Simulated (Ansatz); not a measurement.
**(10,0) carbon nanotube bundle (120 atoms): close-ups with forces and charges**

The cell holds 120 atoms: 120 C. Its edges and angles: a = 11.130 Å, b = 11.130 Å, c = 12.783 Å, α = 90.0°, β = 90.0°, γ = 120.0°. It derives from C (graphene). Graphene sheet (a = 2.46 Å) rolled into a (10,0) tube of diameter 7.83 Å, 3 periods, hexagonal bundle with 3.3 Å between walls; then minimised and run for 3 ps at 300 K (NVT) with a classical potential, last frame taken.

Method: Kohn-Sham DFT, PBEsol, PAW (set soft_2), plane waves (Ansatz 0.2.0; cutoff 420 eV, k-mesh 2×2×1, gaussian smearing of 0.025 eV), at the geometry as built.

The whole cell was solved; only parts of it are printed.

A closer look about C9, which bears the longest force: 23 atoms, nearest first, numbered in the order of the input, with positions taken from that point.

| atom | x | y | z | distance (Å) | bonds | Löwdin charge (e) | Fx | Fy | Fz (eV/Å) |
| --- | --- | --- | --- | --- | --- | --- | --- | --- | --- |
| C9 | 0.00 | 0.00 | 0.00 | 0.00 | 3 | 0.04 | -3.14 | 1.58 | -0.58 |
| C6 | 0.83 | -0.81 | -0.75 | 1.38 | 3 | 0.04 | 1.91 | -0.91 | 1.25 |
| C44 | -0.08 | 0.02 | 1.42 | 1.42 | 3 | 0.03 | 0.44 | 0.02 | -0.39 |
| C10 | -1.18 | 0.52 | -0.68 | 1.46 | 3 | 0.03 | 0.27 | -0.69 | -1.09 |
| C5 | 1.55 | -1.79 | -0.01 | 2.36 | 3 | 0.04 | -0.01 | -0.87 | 0.39 |
| C43 | 0.86 | -0.73 | 2.11 | 2.39 | 3 | 0.05 | 1.22 | -1.46 | 1.11 |
| C13 | -2.42 | 0.52 | 0.02 | 2.47 | 3 | 0.04 | -0.63 | 0.67 | -0.82 |
| C3 | 0.87 | -0.87 | -2.15 | 2.48 | 3 | 0.04 | -1.30 | 2.53 | -0.48 |
| C47 | -1.21 | 0.45 | 2.13 | 2.49 | 3 | 0.04 | -1.58 | 1.47 | -0.72 |
| C7 | -1.22 | 0.51 | -2.11 | 2.49 | 3 | 0.03 | 0.26 | -1.03 | -1.01 |
| C42 | 1.51 | -1.82 | 1.42 | 2.76 | 3 | 0.04 | -0.88 | 2.92 | -0.36 |
| C4 | -0.08 | -0.03 | -2.86 | 2.86 | 3 | 0.03 | -0.41 | -0.12 | 1.53 |
| C48 | -2.46 | 0.58 | 1.41 | 2.90 | 3 | 0.03 | 0.62 | -1.21 | 1.85 |
| C29 | 1.82 | 2.90 | 0.02 | 3.43 | 3 | 0.04 | -1.35 | -1.27 | -1.13 |
| C64 | 1.73 | 2.78 | 1.44 | 3.58 | 3 | 0.03 | 2.48 | 0.15 | -0.42 |
| C40 | 1.93 | -2.98 | -0.66 | 3.62 | 3 | 0.04 | 0.15 | 0.56 | -1.44 |
| C14 | -3.62 | 0.17 | -0.67 | 3.69 | 3 | 0.03 | 1.33 | -0.36 | -0.49 |
| C26 | 0.79 | 3.56 | -0.72 | 3.72 | 3 | 0.04 | 0.24 | -0.47 | 0.63 |
| C46 | 0.89 | -0.71 | 3.55 | 3.73 | 3 | 0.03 | -0.25 | -0.02 | -0.92 |
| C2 | 1.66 | -1.79 | -2.84 | 3.74 | 3 | 0.03 | -0.78 | -0.32 | -0.65 |
| C50 | -1.23 | 0.55 | 3.53 | 3.78 | 3 | 0.03 | 0.64 | -0.94 | 0.39 |
| C8 | -2.49 | 0.48 | -2.86 | 3.82 | 3 | 0.04 | 1.92 | 0.30 | 2.40 |
| C30 | 2.94 | 2.38 | -0.72 | 3.84 | 3 | 0.04 | -0.40 | 0.68 | 0.87 |

The column of bonds counts only the pairs C-C within 1.85 Å; other neighbours, such as metal atoms beside each other in a compound, aren't counted, and periodic images can show an atom twice.

The surroundings of C19, picked at random, nearest first, numbered as they follow in the input and with coordinates relative to it.

| atom | x | y | z | distance (Å) | bonds | Löwdin charge (e) | Fx | Fy | Fz (eV/Å) |
| --- | --- | --- | --- | --- | --- | --- | --- | --- | --- |
| C19 | 0.00 | 0.00 | 0.00 | 0.00 | 3 | 0.04 | 0.68 | -3.10 | 0.34 |
| C16 | 0.05 | 1.17 | -0.69 | 1.36 | 3 | 0.04 | -1.21 | 0.64 | -2.62 |
| C22 | 0.04 | -0.03 | 1.42 | 1.43 | 3 | 0.04 | -1.21 | 0.92 | -0.31 |
| C20 | 0.34 | -1.23 | -0.71 | 1.46 | 3 | 0.05 | -1.08 | 1.55 | 1.51 |
| C15 | 0.48 | 2.31 | 0.01 | 2.36 | 3 | 0.04 | -0.31 | 0.06 | 0.76 |
| C105 | 0.34 | -1.18 | -2.10 | 2.43 | 3 | 0.04 | 0.47 | -2.13 | -2.03 |
| C25 | 0.29 | -1.20 | 2.11 | 2.44 | 3 | 0.04 | 0.84 | -0.93 | 1.70 |
| C21 | 0.00 | 1.20 | 2.14 | 2.45 | 3 | 0.04 | 0.60 | 1.26 | -0.29 |
| C101 | -0.09 | 1.19 | -2.17 | 2.47 | 3 | 0.03 | 1.59 | -0.24 | 1.37 |
| C23 | 0.95 | -2.29 | 0.01 | 2.48 | 3 | 0.03 | 0.71 | 1.03 | 0.55 |
| C18 | 0.49 | 2.34 | 1.43 | 2.78 | 3 | 0.04 | -0.50 | -0.54 | 0.77 |
| C26 | 1.02 | -2.20 | 1.42 | 2.81 | 3 | 0.04 | 0.24 | -0.47 | 0.63 |
| C102 | 0.01 | -0.08 | -2.88 | 2.88 | 3 | 0.04 | -0.85 | 2.80 | 1.83 |
| C36 | -3.29 | -0.30 | -0.73 | 3.39 | 3 | 0.03 | -0.76 | -1.03 | 1.68 |
| C1 | -3.28 | 0.93 | 0.04 | 3.41 | 3 | 0.04 | -0.39 | -1.26 | -0.71 |
| C12 | 1.19 | 3.25 | -0.69 | 3.53 | 3 | 0.05 | 1.26 | 2.25 | -0.40 |
| C24 | 1.98 | -2.97 | -0.66 | 3.63 | 3 | 0.05 | 0.89 | -1.23 | -1.51 |
| C98 | 0.36 | 2.37 | -2.84 | 3.71 | 3 | 0.04 | 0.50 | -0.03 | 1.03 |
| C106 | 0.98 | -2.25 | -2.81 | 3.74 | 3 | 0.04 | 0.65 | -0.68 | 0.64 |
| C60 | 0.32 | -1.17 | 3.57 | 3.77 | 3 | 0.03 | 1.49 | -1.53 | -0.82 |
| C56 | -0.03 | 1.26 | 3.55 | 3.77 | 3 | 0.03 | 0.62 | -1.08 | 0.35 |
| C40 | -3.40 | 0.89 | 1.48 | 3.81 | 3 | 0.04 | 0.15 | 0.56 | -1.44 |
| C119 | -3.27 | -0.31 | -2.14 | 3.92 | 3 | 0.03 | -0.33 | 0.44 | -0.23 |

The column of bonds counts only the pairs C-C within 1.85 Å; other neighbours, such as metal atoms beside each other in a compound, aren't counted, and periodic images can show an atom twice.

Length of the force by element:

| element | coordination | atoms | mean length of the force (eV/Å) | spread | least | most |
| --- | --- | --- | --- | --- | --- | --- |
| C | all | 120 | 1.74 | 0.721 | 0.109 | 3.57 |

The mean of these charges, 0.038 e, is only the charge that the projection spills.

Löwdin charges by element (they lack the spilled electrons, 0.038 e an atom on average):

| element | coordination | atoms | mean charge (e) | spread | least | most |
| --- | --- | --- | --- | --- | --- | --- |
| C | all | 120 | 0.038 | 0.006 | 0.0201 | 0.0528 |

 The Löwdin charges lack the electrons that the projection spills, 0.038 e an atom on average.

[Hosts, paths, dates, database ids (printed as entryN), source tags and the programs' standing remarks are cut or masked in the printed files.]
